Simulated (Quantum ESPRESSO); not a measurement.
# FeO (Wuestite): which magnetic order is lowest, part 3 of 3

Does FeO (Wuestite) prefer parallel or opposed moments, or none?

Quantum ESPRESSO 7.5; PBE with U = 4.5 eV on Fe d (ortho-atomic projectors); plane waves with GBRV 1.5 PBE potentials, no spin-orbit coupling.

So far, absolute magnetization (μB): step 2 (run 1, typed as ferro +) 4.05.

### 4. Run 3, typed as antiferro q=(0,1/2,1/2) +−

This order needs a doubled cell of 4 atoms.

pw.in

```
&CONTROL
  calculation = 'scf'
  prefix = 'pwscf'
  outdir = './tmp'
  pseudo_dir = './pseudo'
  disk_io = 'nowf'
/
&SYSTEM
  ibrav = 0
  celldm(1) = 8
  nat = 4
  ntyp = 3
  ecutwfc = 40
  ecutrho = 280
  nbnd = 31
  occupations = 'smearing'
  smearing = 'fd'
  degauss = 0.00367493
  nspin = 2
  starting_magnetization(1) = 0.25
  starting_magnetization(2) = -0.25
  starting_magnetization(3) = 0
/
&ELECTRONS
  conv_thr = 8d-09
  electron_maxstep = 150
  mixing_beta = 0.3
/
ATOMIC_SPECIES
Fe1    55.8450 fe_pbe_v1.5.uspp.F.UPF
Fe2    55.8450 fe_pbe_v1.5.uspp.F.UPF
O      15.9990 o_pbe_v1.2.uspp.F.UPF
CELL_PARAMETERS alat
   0.0000000000000    0.5078638959932    0.5078638959932
   1.0157277919864    0.0000000000000    1.0157277919864
   1.0157277919864    0.5078638959932    0.5078638959932
ATOMIC_POSITIONS crystal
Fe1     0.0000000000    0.0000000000    0.0000000000
Fe2     0.0000000000    0.5000000000    0.0000000000
O       0.5000000000    0.0000000000    0.5000000000
O       0.5000000000    0.5000000000    0.5000000000
K_POINTS automatic
10 5 10 0 0 0
HUBBARD {ortho-atomic}
U Fe1-3d 4.5000
U Fe2-3d 4.5000
```

Run with:

```bash
> OMP_NUM_THREADS=1 mpirun -n 4 pw.x -nk 4 -in pw.in > pw.out
```

Log:

```text
     [... lines left out ...]
Program PWSCF v.7.5 starts
     [... lines left out ...]
     number of atoms/cell      =            4
     [... lines left out ...]
     number of electrons       =        44.00
     number of Kohn-Sham states=           31
     kinetic-energy cutoff     =      40.0000  Ry
     charge density cutoff     =     280.0000  Ry
     scf convergence threshold =      8.0E-09
     [... lines left out ...]
     16 Sym. Ops., with inversion, found
     [... lines left out ...]
     number of k points=    63  Fermi-Dirac smearing, width (Ry)=  0.0037
     [... lines left out ...]
     iteration # 22     ecut=    40.00 Ry     beta= 0.30
     [... lines left out ...]
     Magnetic moment per site  (integrated on atomic sphere of radius R)
     atom   1 (R=0.209)  charge= 13.5199  magn=  3.5401
     atom   2 (R=0.209)  charge= 13.5200  magn= -3.5401
     atom   3 (R=0.209)  charge=  5.8578  magn= -0.0837
     atom   4 (R=0.209)  charge=  5.8578  magn=  0.0837
     [... lines left out ...]
     Tr[ns(  1)] (up, down, total) =   4.94674  1.19276  6.13950
     [... lines left out ...]
     Tr[ns(  2)] (up, down, total) =   1.19276  4.94674  6.13951
     [... lines left out ...]
     the Fermi energy is    15.3368 ev
!    total energy              =    -564.91139259 Ry
     estimated scf accuracy    <          8.9E-10 Ry
     smearing contrib. (-TS)   =      -0.00370126 Ry
     [... lines left out ...]
     total magnetization       =     0.00 Bohr mag/cell
     absolute magnetization    =     7.75 Bohr mag/cell
     convergence has been achieved in  22 iterations
```

Elapsed: 27 s, on 4 MPI ranks of AMD EPYC 9R45, shared host; peak memory 0.49 GiB.

Spin moment in the atom's sphere by atom:

```csv
atom,spin moment in the atom's sphere (μB)
Fe1,3.54
Fe2,-3.54
O3,-0.08
O4,0.08
```

This step gave:

* smearing term TS: 0.05036 eV
* magnetization: 0 μB
* absolute magnetization: 7.75 μB
* final state: antiferromagnetic

### 5. Run 4, typed as no spin polarisation

pw.in

```
&CONTROL
  calculation = 'scf'
  prefix = 'pwscf'
  outdir = './tmp'
  pseudo_dir = './pseudo'
  disk_io = 'nowf'
/
&SYSTEM
  ibrav = 0
  celldm(1) = 8
  nat = 2
  ntyp = 2
  ecutwfc = 40
  ecutrho = 280
  nbnd = 18
  occupations = 'smearing'
  smearing = 'fd'
  degauss = 0.00367493
/
&ELECTRONS
  conv_thr = 4d-09
  electron_maxstep = 150
  mixing_beta = 0.3
/
ATOMIC_SPECIES
Fe     55.8450 fe_pbe_v1.5.uspp.F.UPF
O      15.9990 o_pbe_v1.2.uspp.F.UPF
CELL_PARAMETERS alat
   0.0000000000000    0.5078638959932    0.5078638959932
   0.5078638959932    0.0000000000000    0.5078638959932
   0.5078638959932    0.5078638959932    0.0000000000000
ATOMIC_POSITIONS crystal
Fe      0.0000000000    0.0000000000    0.0000000000
O       0.5000000000    0.5000000000    0.5000000000
K_POINTS automatic
10 10 10 0 0 0
HUBBARD {ortho-atomic}
U Fe-3d 4.5000
```

Log:

```text
     [... lines left out ...]
Program PWSCF v.7.5 starts
     [... lines left out ...]
     number of atoms/cell      =            2
     [... lines left out ...]
     number of electrons       =        22.00
     number of Kohn-Sham states=           18
     kinetic-energy cutoff     =      40.0000  Ry
     charge density cutoff     =     280.0000  Ry
     scf convergence threshold =      4.0E-09
     [... lines left out ...]
     48 Sym. Ops., with inversion, found
     [... lines left out ...]
     number of k points=    47  Fermi-Dirac smearing, width (Ry)=  0.0037
     [... lines left out ...]
     iteration # 10     ecut=    40.00 Ry     beta= 0.30
     [... lines left out ...]
     Tr[ns(  1)] =   6.34076
     [... lines left out ...]
     the Fermi energy is    13.0889 ev
!    total energy              =    -282.39720548 Ry
     estimated scf accuracy    <          3.8E-09 Ry
     smearing contrib. (-TS)   =      -0.00000000 Ry
     [... lines left out ...]
     convergence has been achieved in  10 iterations
```

It took 2.2 s on 4 MPI ranks; peak memory 0.28 GiB; 8.2 s of CPU time.

Numbers from this step:

```yaml
smearing_term_ts: 2.06e-11 eV
final_state: non-magnetic (no spin polarisation)
```

### 6. What a mistake does

One input was spoiled on purpose, to see how the program answers.

pw.in

```
&CONTROL
  calculation = 'scf'
  prefix = 'pwscf'
  outdir = './tmp'
  pseudo_dir = './pseudo'
  disk_io = 'nowf'
/
&SYSTEM
  ibrav = 0
  nat = 2
  ntyp = 2
  encut = 500
  ecutwfc = 40
  ecutrho = 280
  nbnd = 20
  occupations = 'smearing'
  smearing = 'fd'
  degauss = 0.00367493
  nspin = 2
  starting_magnetization(1) = 0.25
  starting_magnetization(2) = 0
/
&ELECTRONS
  conv_thr = 4d-09
  electron_maxstep = 60
  mixing_beta = 0.3
/
ATOMIC_SPECIES
Fe     55.8450 fe_pbe_v1.5.uspp.F.UPF
O      15.9990 o_pbe_v1.2.uspp.F.UPF
CELL_PARAMETERS angstrom
   0.0000000000    2.1500000000    2.1500000000
   2.1500000000    0.0000000000    2.1500000000
   2.1500000000    2.1500000000    0.0000000000
ATOMIC_POSITIONS crystal
Fe      0.0000000000    0.0000000000    0.0000000000
O       0.5000000000    0.5000000000    0.5000000000
K_POINTS automatic
10 10 10 0 0 0
HUBBARD {ortho-atomic}
U Fe-3d 4.5000
```

Log:

```text
     [... lines left out ...]
Program PWSCF v.7.5 starts
     Error in routine  read_namelists (1):
      bad line in namelist &system: "  encut = 500" (error could be in the previous line)
 %%%%%%%%%%%%%%%%%%%%%%%%%%%%%%%%%%%%%%%%%%%%%%%%%%%%%%%%%%%%%%%%%%%%%%%%%%%%%%
     stopping ...
```

Elapsed: 0.63 s, on 4 MPI ranks; peak memory 0.06 GiB.

The input was rejected at the start.

The program's message: “read_namelists (1): bad line in namelist &system: " encut = 500" (error could be in the previous line)”

The fault put into the input: a keyword of another program.

### 7. Ranking

An order is kept where moments of 0.15 μB or more survive with the typed signs; meshes match where a doubled cell samples the same k points as the first cell.

Orders:

```csv
start,final state,typed order kept,energy over the lowest (meV a seeded atom),largest site moment (μB),net moment (μB a cell of the first run),mesh matched,CPU time (s)
ferro +,ferromagnetic,yes,57.12,3.584,4.002,yes,13.04
"antiferro q=(0,0,1/2) +-",antiferromagnetic,yes,0,3.49,0,yes,46.81
"antiferro q=(0,1/2,1/2) +-",antiferromagnetic,yes,340.4,3.54,0,yes,107.7
no spin polarisation,non-magnetic,-,1136,0,0,yes,8.16
```

### 8. Fillings of the first corrected shells

```csv
start,type,spin,occupation numbers
ferro +,Fe,up,0.989 0.989 0.989 0.994 0.994
ferro +,Fe,down,0.093 0.093 0.330 0.330 0.330
"antiferro q=(0,0,1/2) +-",Fe1,up,0.986 0.986 0.989 0.990 0.990
"antiferro q=(0,0,1/2) +-",Fe1,down,0.042 0.096 0.096 0.490 0.490
"antiferro q=(0,0,1/2) +-",Fe2,up,0.042 0.096 0.096 0.490 0.490
"antiferro q=(0,0,1/2) +-",Fe2,down,0.986 0.986 0.989 0.990 0.990
"antiferro q=(0,1/2,1/2) +-",Fe1,up,0.987 0.987 0.989 0.992 0.992
"antiferro q=(0,1/2,1/2) +-",Fe1,down,0.086 0.089 0.316 0.351 0.351
"antiferro q=(0,1/2,1/2) +-",Fe2,up,0.086 0.089 0.316 0.351 0.351
"antiferro q=(0,1/2,1/2) +-",Fe2,down,0.987 0.987 0.989 0.992 0.992
```

### 9. Summary of results

| Property | Result |
| --- | --- |
| moments, largest by run | 3.58, 3.49, 3.54, 0 μB |
| spread of the energies of the runs with moments | 340 meV a seeded atom |

What this shows: Under a U these runs seem to end in unlike orbital states: the fillings of their corrected shells differ, or their energies lie too far apart for exchange alone. The differences are then no exchange energies, and the ranking says little of the magnetic order. Seeding all runs from one set of occupation matrices is the usual remedy. The smearing term is large for its width, so states at the Fermi level are partly filled: at this level the cell is a metal or has a gap of a few widths at most. Degenerate orbitals of a corrected shell are partly filled. Whether a state of lower symmetry lies under this one was not tested; under a U it often does.

[Logs and program files are shortened in this print: banners, set-up blocks, solver, clock and traceback lines can be left out without a mark of their own.]

[Logs are printed without paths, hosts, clocks, repeated set-up lines and the standing remarks that a program may print on its own settings, such as how far it seeks lower states.]

[Hosts, paths, dates, database ids (printed as entryN), source tags and the programs' standing remarks are cut or masked in the printed files.]

[Where a cell is said to come from a database of computed structures, the database is the Materials Project.]
